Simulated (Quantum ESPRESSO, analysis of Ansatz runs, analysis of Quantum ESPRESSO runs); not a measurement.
# Reproducing a measured local vibrational mode: U centre (hydride ion on a halide site) in NaI (Quantum ESPRESSO), part 2 of 2

Aim: the local vibrational mode of the U centre (hydride ion on a halide site) in NaI, to be set beside the measurement. Set-up: PBE, GBRV 1.5 PBE, cutoffs x 0.85, 32-site cell, PBE lattice, k: 2x2x2 shifted. The model is a cell of 32 host atoms with 1 I taken out and 1 H put in. The frequencies come from force constants among the defect atom and its neighbours, with the masses of the isotopes named. This set-up takes another basis size than the usual one.

Quantum ESPRESSO 7.5; PBE, GBRV 1.5 PBE, cutoffs x 0.85, 32-site cell, PBE lattice, k: 2x2x2 shifted.

So far: Set-up; Relaxation, charge 0.

## (3) Atom Na6 moved by 0.015 A along x

Force constants come from the forces after small displacements; symmetry gives the rest. One such run is shown.

This step: Quantum ESPRESSO plane-wave DFT, PBE, GBRV 1.5 PBE potentials; single point of a defect supercell.

pw.in

```
&CONTROL
  calculation = 'scf'
  prefix = 'pwscf'
  outdir = './tmp'
  pseudo_dir = './pseudo'
  tprnfor = .true.
  disk_io = 'low'
/
&SYSTEM
  ibrav = 0
  nat = 32
  ntyp = 3
  ecutwfc = 38
  ecutrho = 306
  nbnd = 129
  occupations = 'smearing'
  smearing = 'fd'
  degauss = 0.00073499
/
&ELECTRONS
  conv_thr = 1d-10
  electron_maxstep = 100
  mixing_beta = 0.5
/
ATOMIC_SPECIES
Na    22.9898 na_pbe_v1.5.uspp.F.UPF
I    126.9045 i_pbe_v1.uspp.F.UPF
H      1.0080 h_pbe_v1.4.uspp.F.UPF
CELL_PARAMETERS angstrom
  -6.5319303901    6.5319303901    6.5319303901
   6.5319303901   -6.5319303901    6.5319303901
   6.5319303901    6.5319303901   -6.5319303901
ATOMIC_POSITIONS crystal
Na     0.0000000000    0.0000000000    0.0000000000
Na     0.0000000000    0.2500000000    0.7500000000
[... 3 atom lines left out ...]
Na     0.2730308460    0.2741790517    0.5011482057
Na     0.2730308460    0.5000000000    0.2730308460
[... 2 atom lines left out ...]
Na     0.5000000000    0.2730308460    0.2730308460
[... 1 atom line left out ...]
Na     0.5000000000    0.7269691540    0.7269691540
[... 2 atom lines left out ...]
Na     0.7269691540    0.5000000000    0.7269691540
Na     0.7269691540    0.7269691540    0.5000000000
[... 3 atom lines left out ...]
I     -0.0057135814    0.7471432093    0.7471432093
[... 1 atom line left out ...]
I      0.2528567907    0.2528567907    0.0057135814
[... 4 atom lines left out ...]
H      0.5000000000    0.5000000000    0.5000000000
I      0.5000000000    0.7471432093    0.2528567907
I      0.7471432093   -0.0057135814    0.7471432093
[... 1 atom line left out ...]
I      0.7471432093    0.5000000000    0.2528567907
I      0.7471432093    0.7471432093   -0.0057135814
K_POINTS automatic
2 2 2 1 1 1
```

Started as:

```bash
$ OMP_NUM_THREADS=1 pw.x -in pw.in > pw.out
```

The log of the run:

```text
[banner, memory and clock lines left out]
          URL

     Message from routine setup:
     using ibrav=0 with symmetry is DISCOURAGED, use correct ibrav instead

     G-vector sticks info

     bravais-lattice index     =            0
     lattice parameter (alat)  =      21.3797  a.u.
     unit-cell volume          =    7522.8298 (a.u.)^3
     number of atoms/cell      =           32
     number of atomic types    =            3
     number of electrons       =       250.00
     number of Kohn-Sham states=          129
     kinetic-energy cutoff     =      38.0000  Ry
     charge density cutoff     =     306.0000  Ry
     scf convergence threshold =      1.0E-10
     mixing beta               =       0.5000
     number of iterations used =            8  plain     mixing
     Exchange-correlation=  SLA  PW   PBX  PBC
                           (   1   4   3   4   0   0   0)

     celldm(1)=  21.379672  celldm(2)=   0.000000  celldm(3)=   0.000000
     celldm(4)=   0.000000  celldm(5)=   0.000000  celldm(6)=   0.000000

     crystal axes: (cart. coord. in units of alat)
               a(1) = (  -0.577350   0.577350   0.577350 )
               a(2) = (   0.577350  -0.577350   0.577350 )
               a(3) = (   0.577350   0.577350  -0.577350 )

     reciprocal axes: (cart. coord. in units 2 pi/alat)
               b(1) = ( -0.000000  0.866025  0.866025 )
               b(2) = (  0.866025 -0.000000  0.866025 )
               b(3) = (  0.866025  0.866025  0.000000 )

     PseudoPot. # 1 for Na read from file:
     na_pbe_v1.5.uspp.F.UPF
     Pseudo is Ultrasoft, Zval =  9.0
     Generated by new atomic code, or converted to UPF format
     Using radial grid of  819 points,  5 beta functions with:
                l(1) =   0
                l(2) =   0
                l(3) =   1
                l(4) =   1
                l(5) =   2
     Q(r) pseudized with  8 coefficients,  rinner =    1.250   1.250   1.250
                                                       1.250   1.250

     PseudoPot. # 2 for I  read from file:
     i_pbe_v1.uspp.F.UPF
     Pseudo is Ultrasoft + core correction, Zval =  7.0
     Generated by new atomic code, or converted to UPF format
     Using radial grid of  893 points,  6 beta functions with:
                l(1) =   0
                l(2) =   0
                l(3) =   1
                l(4) =   1
                l(5) =   2
                l(6) =   2
     Q(r) pseudized with  8 coefficients,  rinner =    1.500   1.500   1.500
                                                       1.500   1.500

     PseudoPot. # 3 for H  read from file:
     h_pbe_v1.4.uspp.F.UPF
     Pseudo is Ultrasoft, Zval =  1.0
     Generated by new atomic code, or converted to UPF format
     Using radial grid of  615 points,  2 beta functions with:
                l(1) =   0
                l(2) =   0
     Q(r) pseudized with  8 coefficients,  rinner =    0.700

     atomic species   valence    mass     pseudopotential
     Na                9.00    22.98980     Na( 1.00)
     I                 7.00   126.90450     I ( 1.00)
     H                 1.00     1.00800     H ( 1.00)

      2 Sym. Ops. (no inversion) found ( 1 have fractional translation)

   Cartesian axes

     site n.     atom                  positions (alat units)
         1        Na     tau(   1) = (   0.0000000   0.0000000   0.0000000  )
         2        Na     tau(   2) = (   0.5773503   0.2886751  -0.2886751  )
         3        Na     tau(   3) = (   0.5773503   0.0000000   0.0000000  )
         4        Na     tau(   4) = (   0.5773503  -0.2886751   0.2886751  )
         5        Na     tau(   5) = (   0.2886751   0.5773503  -0.2886751  )
         6        Na     tau(   6) = (   0.2900010   0.2886751   0.0265937  )
         7        Na     tau(   7) = (   0.2886751   0.0265937   0.2886751  )
         8        Na     tau(   8) = (   0.2886751  -0.2886751   0.5773503  )
         9        Na     tau(   9) = (   0.0000000   0.5773503   0.0000000  )
        10        Na     tau(  10) = (   0.0265937   0.2886751   0.2886751  )
        11        Na     tau(  11) = (   0.0000000   0.0000000   0.5773503  )
        12        Na     tau(  12) = (   0.5507565   0.2886751   0.2886751  )
        13        Na     tau(  13) = (  -0.2886751   0.5773503   0.2886751  )
        14        Na     tau(  14) = (  -0.2886751   0.2886751   0.5773503  )
        15        Na     tau(  15) = (   0.2886751   0.5507565   0.2886751  )
        16        Na     tau(  16) = (   0.2886751   0.2886751   0.5507565  )
        17        I      tau(  17) = (   0.2886751   0.2886751  -0.2886751  )
        18        I      tau(  18) = (   0.2886751   0.0032987   0.0032987  )
        19        I      tau(  19) = (   0.2886751  -0.2886751   0.2886751  )
        20        I      tau(  20) = (   0.8660254  -0.0032987  -0.0032987  )
        21        I      tau(  21) = (   0.0032987   0.2886751   0.0032987  )
        22        I      tau(  22) = (   0.0032987   0.0032987   0.2886751  )
        23        I      tau(  23) = (   0.5740515   0.2886751   0.0032987  )
        24        I      tau(  24) = (   0.5740515   0.0032987   0.2886751  )
        25        I      tau(  25) = (  -0.2886751   0.2886751   0.2886751  )
[...]
Self-consistent Calculation

     iteration #  1     ecut=    38.00 Ry     beta= 0.50
     Davidson diagonalization with overlap
     ethr =  1.00E-02,  avg # of iterations =  2.0

     Threshold (ethr) on eigenvalues was too large:
     Diagonalizing with lowered threshold

     Davidson diagonalization with overlap
     ethr =  2.14E-04,  avg # of iterations =  6.0

     total energy              =   -2514.16627645 Ry
     estimated scf accuracy    <       0.47413497 Ry

     iteration #  2     ecut=    38.00 Ry     beta= 0.50
     Davidson diagonalization with overlap
     ethr =  1.90E-04,  avg # of iterations =  3.0

     total energy              =   -2514.24651852 Ry
     estimated scf accuracy    <       0.02449363 Ry

     iteration #  3     ecut=    38.00 Ry     beta= 0.50
     Davidson diagonalization with overlap
     ethr =  9.80E-06,  avg # of iterations =  7.0

     total energy              =   -2514.25073396 Ry
     estimated scf accuracy    <       0.00465752 Ry

     iteration #  4     ecut=    38.00 Ry     beta= 0.50
     Davidson diagonalization with overlap
     ethr =  1.86E-06,  avg # of iterations =  4.0

     total energy              =   -2514.25145302 Ry
     estimated scf accuracy    <       0.00017447 Ry

     iteration #  5     ecut=    38.00 Ry     beta= 0.50
     Davidson diagonalization with overlap
     ethr =  6.98E-08,  avg # of iterations =  5.0

     total energy              =   -2514.25160195 Ry
     estimated scf accuracy    <       0.00001831 Ry

     iteration #  6     ecut=    38.00 Ry     beta= 0.50
     Davidson diagonalization with overlap
     ethr =  7.32E-09,  avg # of iterations =  5.0

     total energy              =   -2514.25161398 Ry
     estimated scf accuracy    <       0.00000202 Ry

     iteration #  7     ecut=    38.00 Ry     beta= 0.50
     Davidson diagonalization with overlap
     ethr =  8.07E-10,  avg # of iterations =  4.2

     total energy              =   -2514.25161543 Ry
     estimated scf accuracy    <       0.00000014 Ry

     iteration #  8     ecut=    38.00 Ry     beta= 0.50
     Davidson diagonalization with overlap
     ethr =  5.55E-11,  avg # of iterations =  5.5

     total energy              =   -2514.25161569 Ry
     estimated scf accuracy    <          7.3E-09 Ry

     iteration #  9     ecut=    38.00 Ry     beta= 0.50
     Davidson diagonalization with overlap
     ethr =  2.91E-12,  avg # of iterations =  7.2

     total energy              =   -2514.25161574 Ry
     estimated scf accuracy    <          8.1E-10 Ry

     iteration # 10     ecut=    38.00 Ry     beta= 0.50
     Davidson diagonalization with overlap
     ethr =  3.26E-13,  avg # of iterations =  3.5

     total energy              =   -2514.25161574 Ry
     estimated scf accuracy    <          1.0E-10 Ry

     iteration # 11     ecut=    38.00 Ry     beta= 0.50
     Davidson diagonalization with overlap
     ethr =  1.00E-13,  avg # of iterations =  2.0

     End of self-consistent calculation

          k = 0.4330 0.4330 0.4330 ( 29804 PWs)   bands (ev):

   -49.4210 -49.4194 -49.4194 -49.4194 -49.4193 -49.4177 -49.3634 -49.3634
   -49.3610 -49.3610 -49.3518 -49.3507 -49.3507 -49.3507 -49.3507 -49.3495
   -21.3378 -21.3376 -21.3369 -21.3359 -21.3357 -21.3356 -21.3350 -21.3350
   -21.3350 -21.3334 -21.3329 -21.3328 -21.3326 -21.3300 -21.3292 -21.3292
   -21.3284 -21.3274 -21.2797 -21.2797 -21.2797 -21.2796 -21.2789 -21.2788
   -21.2773 -21.2772 -21.2772 -21.2772 -21.2763 -21.2763 -21.2694 -21.2693
   -21.2686 -21.2681 -21.2681 -21.2681 -21.2680 -21.2680 -21.2680 -21.2674
   -21.2668 -21.2667 -21.2612 -21.2604 -21.2601 -21.2594 -21.2590 -21.2583
    -9.5795  -9.5766  -9.5763  -9.5737  -9.4363  -9.4339  -9.4330  -9.4237
    -9.4219  -9.4212  -9.4208  -9.4170  -9.1883  -9.1882  -9.1881  -0.6230
[...]
6.2299

          k = 0.0000 0.0000 0.4330 ( 29776 PWs)   bands (ev):

[...]
6.0714

          k = 0.4330 0.0000 0.0000 ( 29776 PWs)   bands (ev):

[...]
6.0714

          k = 0.0000 0.4330 0.0000 ( 29776 PWs)   bands (ev):

[...]
-0.3056  -0.2425  -0.0898  -0.0628  -0.0355  -0.0014  -0.0006   0.0369
     0.1546   0.1550   0.3753   0.3762   0.4081   0.5429   0.6006   0.6517
     0.6528   0.6741   0.6770   0.6956   0.6977   0.6985   0.7213   0.7694
     0.7812   0.7832   0.8948   0.8964   0.9304   0.9386   1.0115   1.0131
     1.0337   1.0548   1.1836   1.1861   1.6398   5.3966   6.0385   6.0696
     6.0731

     the Fermi energy is     2.8392 ev

!    total energy              =   -2514.25161575 Ry
     estimated scf accuracy    <          7.4E-12 Ry
     smearing contrib. (-TS)   =       0.00000000 Ry
     internal energy E=F+TS    =   -2514.25161575 Ry

     The total energy is F=E-TS. E is the sum of the following terms:
     one-electron contribution =   -1396.43686436 Ry
     hartree contribution      =     759.43219556 Ry
     xc contribution           =    -957.10716907 Ry
     ewald contribution        =    -920.13977788 Ry

     convergence has been achieved in  11 iterations

     Forces acting on atoms (cartesian axes, Ry/au):

     atom    1 type  1   force =     0.00000667    0.00006343    0.00000420
     atom    2 type  1   force =     0.00000356   -0.00000000   -0.00005929
     atom    3 type  1   force =     0.00000657   -0.00006403   -0.00000420
     atom    4 type  1   force =     0.00000361   -0.00000000    0.00005877
     atom    5 type  1   force =     0.00000204   -0.00000007    0.00000011
     atom    6 type  1   force =    -0.00078157    0.00000000   -0.00008636
     atom    7 type  1   force =    -0.00001219   -0.00008735   -0.00000017
     atom    8 type  1   force =     0.00012730    0.00000000    0.00000001
     atom    9 type  1   force =     0.00000667   -0.00006343    0.00000420
     atom   10 type  1   force =    -0.00006512    0.00000000   -0.00008286
[...]
atom   28 type  2   force =    -0.00002566    0.00019074   -0.00019088
     atom   29 type  2   force =    -0.00018705    0.00000000   -0.00019316
     atom   30 type  2   force =     0.00018630   -0.00016188    0.00002697
     atom   31 type  2   force =     0.00019474   -0.00000000   -0.00018860
     atom   32 type  2   force =    -0.00019549   -0.00021990   -0.00002700

     Total force =     0.001311     Total SCF correction =     0.000003
```

Run time: 18 min. Hardware: 1 thread of Arm Neoverse V1, shared host; peak memory 3.1 GiB.

At this level the gap is 3.76 eV on the k-mesh of the self-consistent run, which can miss the band edges.

## (4) Local vibrational modes

Analysis of the runs above: force constants by central differences of Quantum ESPRESSO plane-wave DFT, PBE, GBRV 1.5 PBE potentials forces among the atoms nearest to a defect, the others at rest.

The modes with the largest weight on the probed atoms (the light atom of a pair), for the masses of each isotope. Modes of the displaced atoms (local only where they lie over the host's phonons):

| isotopes | mode (cm⁻¹) | share of the defect atoms |
| --- | --- | --- |
| H | 344.8 | 0.898 |
| H | 344.8 | 0.898 |
| H | 344.8 | 0.898 |
| D | 255.7 | 0.824 |
| D | 255.7 | 0.824 |
| D | 255.7 | 0.824 |

## (5) Summary of results

```
distance from the defect atom to its nearest neighbour : 2.965 Å
threefold local mode of H-                             : 345 cm⁻¹
threefold local mode of D-                             : 256 cm⁻¹
```

**Reading.** Threefold local mode of H-: computed 345 cm⁻¹, measured 426.8 cm⁻¹; 82 cm⁻¹ (19 %) below the measurement. Threefold local mode of D-: computed 256 cm⁻¹, measured 318.5 cm⁻¹; 63 cm⁻¹ (20 %) below the measurement. The ion's well is wide, so the mode is sensitive to the lattice constant, one possible source of the difference. Only the named neighbours move, so modes near the host's band are approximate.

[Logs are printed without paths, hosts, clocks, repeated set-up lines and the standing remarks that a program may print on its own settings, such as how far it seeks lower states.]

[Hosts, paths, dates, database ids (printed as entryN), source tags and the programs' standing remarks are cut or masked in the printed files.]

[For some hosts the program warned that the k-mesh of the response run may be too coarse for force constants and the static dielectric constant; such warnings are not shown here.]
